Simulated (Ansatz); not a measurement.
**GeH6CBr3N (CH3NH3GeBr3): band gap by G0W0 on PBEsol**

Aim: the quasiparticle gap of GeH6CBr3N (CH3NH3GeBr3), starting from PBEsol.

Method: PBEsol, then G0W0 on it, plane waves, PAW, in Ansatz 0.2.0.

The structure was built from a prototype and need not be the compound's stable phase.

## Step 1: The starting structure

The cell holds 12 atoms: 1 C, 1 N, 6 H, 1 Ge and 3 Br. Its edges and angles: a = 5.722 Å, b = 5.722 Å, c = 5.722 Å, α = 90.0°, β = 90.0°, γ = 90.0°. It derives from Br3C1Ge1H6N1.

The start is a generated structure, not a measured one.

The logs state that the PAW files were generated under PBE.

## Step 2: Relaxation

The structure is relaxed first.

This step: DFT, PBEsol-D3(BJ), plane waves, PAW; PAW set soft_1.

Input file input.yaml:

```yaml
crystal:
  lattice:
    - [5.72245, 0.0, 0.0]
    - [0.0, 5.72245, 0.0]
    - [0.0, 0.0, 5.72245]
  atoms:
    - { symbol: C, position: [0.8702836114, 0.9896226889, 0.9961085083] }
    - { symbol: "N", position: [0.1297163886, 0.0103773111, 0.0038914917] }
    - { symbol: H, position: [0.8224580865, 0.8063235575, 0.9744463026] }
    - { symbol: H, position: [0.1989715311, 0.9476008792, 0.8505099419] }
    - { symbol: H, position: [0.8034233666, 0.0912043313, 0.8492549038] }
    - { symbol: H, position: [0.1749250052, 0.1830123468, 0.0242968927] }
    - { symbol: H, position: [0.7969241466, 0.0562965592, 0.1589829616] }
    - { symbol: H, position: [0.1928509065, 0.9147265695, 0.1421955886] }
    - { symbol: Ge, position: [0.5, 0.5, 0.5] }
    - { symbol: Br, position: [0.5, 0.5, 0.0] }
    - { symbol: Br, position: [0.5, 0.0, 0.5] }
    - { symbol: Br, position: [0.0, 0.5, 0.5] }
kpoints:
  mp_grid: { grid: [4, 4, 4] }
hamiltonian:
  xc: pbesol
  dispersion: d3bj
  pseudopotentials: { kind: paw, azcp: { folder: soft_1 }, xc_functional: pbe }
scf:
  occupations: { method: fermi_dirac, width: 0.02 }
relax:
  f_tol: 0.02
  max_steps: 100
  cell: {}
```

Launch:

```sh
$ ansatz run input.yaml --threads 2 --pin off --max-ram 92160MiB --backend cuda --events-out ev --progress --plain --runs-dir out --devices 1 --max-vram 13GiB
```

Numbers of over 12 decimals in the logs are rounded to 6 here.

Output:

```text
GPUs: using 1 of 1 available (devices: 1).
Engine: ansatz 0.2.0, x86_64-unknown-linux-gnu
Pseudopotentials: kind: paw
Pseudopotential: C, paw, valence charge 4, recommended cutoff 420 eV (normal), soft_1/C.paw.azcp
Pseudopotential: N, paw, valence charge 5, recommended cutoff 420 eV (normal), soft_1/N.paw.azcp
Pseudopotential: H, paw, valence charge 1, recommended cutoff 420 eV (normal), soft_1/H.paw.azcp
Pseudopotential: Ge, paw, valence charge 14, recommended cutoff 420 eV (normal), soft_1/Ge.paw.azcp
Pseudopotential: Br, paw, valence charge 7, recommended cutoff 420 eV (normal), soft_1/Br.paw.azcp
Functional definition: PBEsol
  exchange = pbesol_x
  correlation = pbesol_c
device memory: the entry about to start is reckoned to put 1.8 GiB on a device that reports 63.3 GiB free (of which the cap on the GPU budget leaves the run 13.0 GiB)
GPU FFT provider: cuFFT
GPU libraries: cuBLAS 13.8.2, cuFFT 12.4.0, cuSOLVER 12.3.4
Crystal: 12 atoms, lattice volume = 187.390 Å³
Basis set: ecut = 420 eV, 3743 PW (Γ), exchange–correlation on 80×80×80 points (8 copies of the dense FFT grid, shifted against one another)
Bands: 37, of which v1, the nominal top of the filled ones, is band 25 counted from 1 (24 counted from 0)
Symmetry: 1 space group operations
Space group: P1 (ITA 1), of the structure as read, at distance tolerance 5.7e-5 Å
k-points: 36 of 64 (time reversal used)
Non-local potential: C, projectors of the file, l = 0: 2, l = 1: 2, l = 2: 1
Non-local potential: N, projectors of the file, l = 0: 2, l = 1: 2, l = 2: 1
Non-local potential: H, projectors of the file, l = 0: 2, l = 1: 1
Non-local potential: Ge, projectors of the file, l = 0: 2, l = 1: 2, l = 2: 3, l = 3: 1
Non-local potential: Br, projectors of the file, l = 0: 2, l = 1: 2, l = 2: 2
PAW form: soft (Blöchl's): semilocal exchange-correlation on the pseudo side does not see the compensation charge
PAW frozen core: C, regenerated for the run's functional, and the local potential with it (the file was generated under x = pbe(κ = 0.804, μ = 0.219515), c = pbe(β = 0.066725))
PAW frozen core: N, regenerated for the run's functional, and the local potential with it (the file was generated under x = pbe(κ = 0.804, μ = 0.219515), c = pbe(β = 0.066725))
PAW frozen core: Ge, regenerated for the run's functional, and the local potential with it (the file was generated under x = pbe(κ = 0.804, μ = 0.219515), c = pbe(β = 0.066725))
PAW frozen core: Br, regenerated for the run's functional, and the local potential with it (the file was generated under x = pbe(κ = 0.804, μ = 0.219515), c = pbe(β = 0.066725))
PAW one-centre angular grid: C, 110 points (default); XC on 64 Gauss nodes
PAW one-centre angular grid: N, 110 points (default); XC on 64 Gauss nodes
PAW one-centre angular grid: H, 110 points (default); XC on 64 Gauss nodes
PAW one-centre angular grid: Ge, 590 points (default); XC on 64 Gauss nodes
PAW one-centre angular grid: Br, 110 points (default); XC on 64 Gauss nodes
Initial density: superposition of atomic densities (chi_scale 0.1, normalization cell), built separately for each of the 2 bonded fragments (scf.initial_density.interfragment_charge_transfer: auto; true builds it for the cell as a whole; a typed value also counts as a typed key of the start: scf.initial_density.chi_scale says what that changes, if anything)
Initial wavefunctions: pseudopotential atomic-orbital guess
GPU buffer pool allocated for 64000 grid points (all kernels)
GPU transforms: local potential and band sums: pruned to the plane-wave sphere, on 40×40×40
Functional: x = pbesol(κ = 0.804, μ = 0.123457), c = pbesol(β = 0.046)
SCF iter   1: F=—  HF=-13190.893349 eV  |F-HF|=—  |Δ(HF+E_count)|=         —  Δρ=6.97e-2  dr2=8.65e0  ethr=3.10e-3  ⟨swp⟩=6.1  Hψ=6048  notcnv=0  defer=17
preconditioner: auto → Resta (q_TF=auto, 2.189 Å⁻¹)  ε∞=2.8  [insulator: Δε(μ)=0.565 eV  Ē_g=12.348 eV  σ=0.020 eV  W_gap=1.00  n_scr=26 (ndim 8)  ℏωp=16.7 eV  f_vac=0.022  D(μ)=0.00/eV (n_scr^D=0)  ε∞_Penn≈2.8]
SCF iter   2: F=—  HF=-13188.424879 eV  |F-HF|=—  |Δ(HF+E_count)|=    2.47e0  Δρ=3.17e-2  dr2=1.42e0  ethr=3.10e-3  ⟨swp⟩=3.0  Hψ=2890  notcnv=0  defer=245
SCF iter   3: F=—  HF=-13188.004916 eV  |F-HF|=—  |Δ(HF+E_count)|=   4.20e-1  Δρ=7.78e-3  dr2=1.05e-1  ethr=2.85e-3  ⟨swp⟩=2.0  Hψ=2192  notcnv=0  defer=252
SCF iter   4: F=—  HF=-13188.005622 eV  |F-HF|=—  |Δ(HF+E_count)|=   7.06e-4  Δρ=2.02e-3  dr2=7.09e-3  ethr=2.10e-4  ⟨swp⟩=3.0  Hψ=2830  notcnv=0  defer=252
SCF iter   5: F=—  HF=-13188.009118 eV  |F-HF|=—  |Δ(HF+E_count)|=   3.50e-3  Δρ=7.62e-4  dr2=1.25e-3  ethr=1.42e-5  ⟨swp⟩=2.0  Hψ=2160  notcnv=0  defer=252
SCF iter   6: F=—  HF=-13188.010669 eV  |F-HF|=—  |Δ(HF+E_count)|=   1.55e-3  Δρ=1.77e-4  dr2=9.87e-5  ethr=2.49e-6  ⟨swp⟩=2.0  Hψ=2154  notcnv=0  defer=252
SCF iter   7: F=—  HF=-13188.010775 eV  |F-HF|=—  |Δ(HF+E_count)|=   1.05e-4  Δρ=7.72e-5  dr2=1.48e-5  ethr=1.97e-7  ⟨swp⟩=2.0  Hψ=1920  notcnv=0  defer=252
SCF iter   8: F=—  HF=-13188.010794 eV  |F-HF|=—  |Δ(HF+E_count)|=   2.00e-5  Δρ=3.80e-5  dr2=2.48e-6  ethr=2.96e-8  ⟨swp⟩=2.0  Hψ=1786  notcnv=0  defer=252
[...]
relax step  26: F+E_penalty+E_count = -13188.47903412 eV  Δ(F+E_penalty+E_count) = -6.710e-4 eV  max|allowed force component| = 9.865e-2 eV/Å  Δτ_max = 0.0863 Å  P = -0.178 GPa  Ω = 173.496 Å³  energy of the carried Pulay correction = +1.007e-2 eV  (6 SCF iters, dr2 threshold 2.59e-7 eV, accepted)
relax step  27: F+E_penalty+E_count = -13188.47872841 eV  Δ(F+E_penalty+E_count) = +3.057e-4 eV  max|allowed force component| = 1.027e-1 eV/Å  Δτ_max = 0.0326 Å  P = +0.128 GPa  Ω = 173.721 Å³  energy of the carried Pulay correction = +9.903e-3 eV  (6 SCF iters, dr2 threshold 6.08e-7 eV, rejected (line search))
relax step  28: F+E_penalty+E_count = -13188.48038755 eV  Δ(F+E_penalty+E_count) = -1.353e-3 eV  max|allowed force component| = 1.428e-2 eV/Å  Δτ_max = 0.0163 Å  P = +0.001 GPa  Ω = 173.239 Å³  energy of the carried Pulay correction = +1.027e-2 eV  (9 SCF iters, accepted)
relax step  29: F+E_penalty+E_count = -13188.48035542 eV  Δ(F+E_penalty+E_count) = +3.213e-5 eV  max|allowed force component| = 8.830e-3 eV/Å  Δτ_max = 0.0246 Å  P = -0.007 GPa  Ω = 173.393 Å³  energy of the carried Pulay correction = +1.015e-2 eV  (9 SCF iters, accepted)
relax step  30: F+E_penalty+E_count = -13188.47628061 eV  Δ(F+E_penalty+E_count) = +4.075e-3 eV  max|allowed force component| = 8.638e-3 eV/Å  Δτ_max = 0.0000 Å  P = -0.038 GPa  Ω = 173.393 Å³  stress off target by 7.76e-2 GPa  SCF on the basis re-selected at this cell (its energy is not comparable with the rows above)  (6 SCF iters)
relax step  31: F+E_penalty+E_count = -13188.47676437 eV  Δ(F+E_penalty+E_count) = -4.838e-4 eV  max|allowed force component| = 1.755e-2 eV/Å  Δτ_max = 0.0143 Å  P = +0.009 GPa  Ω = 172.993 Å³  energy of the carried Pulay correction = +3.064e-4 eV  (6 SCF iters, dr2 threshold 1.51e-8 eV, accepted)
relax step  32: F+E_penalty+E_count = -13188.47646169 eV  Δ(F+E_penalty+E_count) = +3.027e-4 eV  max|allowed force component| = 1.751e-2 eV/Å  Δτ_max = 0.0000 Å  P = +0.007 GPa  Ω = 172.993 Å³  stress off target by 4.12e-2 GPa  SCF on the basis re-selected at this cell (its energy is not comparable with the rows above)  (5 SCF iters)
basis re-selected at this cell: Δ(F+E_penalty+E_count) = +3.027e-4 eV, ΔP = -0.002 GPa vs the last step (what re-selecting the basis moved, of the pressure what is left beyond the Pulay correction that the steps carried, after the strain that the cell walked since its last selection, with what the two solves' SCF thresholds leave and, on support functions, any second-order correction that the steps lacked; it is no m [...]
SCF converged after 5 iterations
Free energy (F): -13188.476462 eV
Harris-Foulkes:  -13188.476462 eV  (|F-HF|=3.02e-10)
Internal energy: -13188.476462 eV  (E = F + TS)
E sigma→0 (E₀):  -13188.476462 eV
Fermi energy:    4.118268 eV
--- Per-component energies (eV) ---
  E_band       = -370.906146
  E_kinetic    = 785.112522
  E_local      = -3987.406210  (includes V_loc(G=0)·N_el)
  E_nonlocal   = 431.586654
  E_hartree    = 1659.221292
  E_xc         = -812.666471
  E_vxc        = -591.167900  (∫ρ·V_xc dr)
  E_paw        = -8995.325552  (= ΣΔE_a)
  E_vpaw       = -327.468572  (= ΣTr[D̂ρ^β])
  E_aug_tail   = -0.005165  (compensation charges beyond the density's cutoff)
  E_ewald      = -2269.143500
  E_disp       = -1.093982  (pairwise vdW)
  E_core_change = 1.243950  (= ΣΔE_core)
  E_smearing   = -0.000000  (= −TS)
  E_closure    = 0.000000  (closes the sum)
  Σ components = -13188.476462   (vs F -13188.476462, Δ=0.00e0)
--- Forces (eV/Å), atoms counted from 1 ---
  atom   1  C     -0.00063669     0.00766216    -0.00520294
  atom   2  N     -0.00523180    -0.00812823     0.01751016
  atom   3  H     -0.00060658     0.00194217     0.00018411
  atom   4  H      0.00763875    -0.00012658    -0.01105928
  atom   5  H      0.00446493    -0.00014003     0.00600970
  atom   6  H      0.00125812    -0.00346741    -0.00125258
  atom   7  H     -0.00247269    -0.00059448     0.00268036
  atom   8  H     -0.00711517     0.00089556    -0.00574944
  atom   9  Ge    -0.00042382     0.00155639     0.00157158
  atom  10  Br    -0.00062564     0.00039805    -0.00165856
  atom  11  Br     0.00792152    -0.00576371    -0.00263188
  atom  12  Br    -0.00416979     0.00576520    -0.00039755
  max |Σ_I F_I| component: 3.68e-6 eV/Å
--- Stress (GPa, compression-positive) ---
        0.017463       0.010742      -0.021471
        0.010742      -0.006423      -0.011994
       -0.021471      -0.011994       0.010785
  P = ⅓ Tr σ = 0.0073 GPa (0.073 kbar)
--- Band table (eV; the first three rows and the last of 36) ---
  k-point 0: bands = [... 21 lower, 1.2097, 1.2449, 1.3468, 1.5879, 6.9263, 7.5647, 8.0838, 8.3083, ... 8 higher]
  k-point 1: bands = [... 21 lower, 1.0378, 1.1322, 1.5311, 1.5601, 7.1484, 7.4657, 7.5456, 8.3805, ... 8 higher]
  k-point 2: bands = [... 21 lower, 1.0456, 1.3568, 1.5014, 2.0258, 5.5443, 7.4194, 8.4559, 8.5423, ... 8 higher]
  k-point 35: bands = [... 21 lower, 1.5013, 1.7605, 1.7802, 3.6015, 4.6350, 4.7779, 5.0362, 8.1379, ... 8 higher]
--- Relaxed structure (30 steps of the walk, 25 accepted, 2 SCFs on fresh bases) ---
  F+E_penalty+E_count = -13188.47646169 eV   max|allowed force component| = 1.751e-2 eV/Å   (the final SCF, on the basis selected at the relaxed cell)
  cell:  # Å, volume = 172.9935 Å³
    - [5.546797, 0.370269, 0.00492536]
    - [0.370269, 5.645036, -0.046830]
    - [0.00492536, -0.046830, 5.549550]
  atoms:
    - { symbol: C, position: [0.929027, 0.911577, 1.002304] }
    - { symbol: N, position: [0.082932, 0.105128, -0.00214965] }
    - { symbol: H, position: [1.047201, 0.740127, 1.000724] }
    - { symbol: H, position: [0.192229, 1.092589, 0.843918] }
    - { symbol: H, position: [0.811932, -0.076067, 0.842588] }
    - { symbol: H, position: [-0.023887, 0.270153, -0.00146119] }
    - { symbol: H, position: [0.817774, -0.069462, 0.166782] }
    - { symbol: H, position: [0.196083, 1.099291, 0.148172] }
    - { symbol: Ge, position: [0.512258, 0.510999, 0.479648] }
    - { symbol: Br, position: [0.519030, 0.474576, 0.018860] }
    - { symbol: Br, position: [0.438214, -0.028931, 0.496531] }
    - { symbol: Br, position: [-0.033241, 0.469184, 0.503771] }
```

The job ended after 100 s (1 × NVIDIA H100 80GB HBM3 (shared by 6 runs) with 2 threads of AMD EPYC 7R13 (Zen 3), shared host; peak memory 0.99 GiB; 2.5 min of CPU time).

Relaxation path (22 of 32):

```
step  energy less that of the first step (eV)  largest force component (eV/Å)  pressure (GPa)  volume (Å³)
   1                                   0.0000                          1.2401           -1.77       187.39
   2                                  -0.2505                          1.1171           -0.07       172.89
   4                                  -0.2870                          0.1099            0.10       170.27
   5                                  -0.3010                          0.4070           -0.12       171.32
   7                                  -0.3533                          0.2806            0.19       173.18
   8                                  -0.3974                          0.1089            0.25       176.07
  10                                  -0.4223                          0.0981           -0.07       178.11
  11                                  -0.4213                          0.3441           -0.86       178.60
  13                                  -0.4398                          0.0734           -0.13       177.21
  14                                  -0.4409                          0.2826           -0.52       176.13
  16                                  -0.4534                          0.1624            0.00       175.30
  17                                  -0.4554                          0.0128           -0.01       175.34
  19                                  -0.4586                          0.0672           -0.07       174.81
  20                                  -0.4600                          0.0517           -0.06       174.59
  22                                  -0.4619                          0.0757            0.09       174.04
  23                                  -0.4644                          0.0730           -0.13       173.52
  25                                  -0.4676                          0.0644           -0.09       173.56
  26                                  -0.4682                          0.0987           -0.18       173.50
  28                                  -0.4696                          0.0143            0.00       173.24
  29                                  -0.4696                          0.0088           -0.01       173.39
  31                                  -0.4660                          0.0175            0.01       172.99
 32*                                  -0.4657                          0.0175            0.01       172.99
```

Relaxation steps marked * repeat the geometry before them on a plane-wave basis chosen anew for their cell, so energy and pressure can jump there. Other such steps can lie between the rows shown. Relaxation steps 6, 11, 16, 21, 27 were tried and not accepted.

```
     cell as run  before  after  change
           a (Å)   5.722  5.559  -2.9 %
           b (Å)   5.722  5.657  -1.1 %
           c (Å)   5.722  5.550  -3.0 %
           α (°)   90.00  90.95  +1.1 %
           β (°)   90.00  89.93  -0.1 %
           γ (°)   90.00  82.43  -8.4 %
volume (Å³/atom)   15.62  14.42  -7.7 %
```

The atoms that moved most (Å, as changes of fractional coordinates times the final cell):

```
atom      dx      dy      dz  length
  H3   1.222  -0.292   0.150   1.265
  H6  -1.071   0.420  -0.148   1.159
  H8   0.086   1.043   0.025   1.047
  H5  -0.015  -0.941  -0.029   0.941
  H4   0.016   0.816  -0.043   0.818
  H7   0.069  -0.703   0.049   0.708
  N2  -0.224   0.518  -0.038   0.566
  C1   0.297  -0.419   0.038   0.515
```

The program's warnings for this run: band table not solved further.

[end of part 1 of 3]

[Paths, hosts, dates, memory and timing lines, banners, echoed tables and standing remarks are left out of the program output.]

[Logs are printed without paths, hosts, clocks, repeated set-up lines and the standing remarks that a program may print on its own settings, such as how far it seeks lower states.]

[Runs of the session that timed out or met a known fault of the program may be left out.]

[Cells called generated may have been cut or substituted from an entry of the Crystallography Open Database or the Materials Project.]

[Hosts, paths, dates, database ids (printed as entryN), source tags and the programs' standing remarks are cut or masked in the printed files.]

[Where an RPA ε∞ is given, it is that of the G0W0 mesh and is not shown converged in it. Names of k-points follow the symmetry that the program found, which can be lower than the space group named. Band edges on a path are those of the sampled points; other points can move an edge, and change direct to indirect where valleys lie close.]

[Hybrid gaps are those of their k-mesh and are not shown converged in it.]
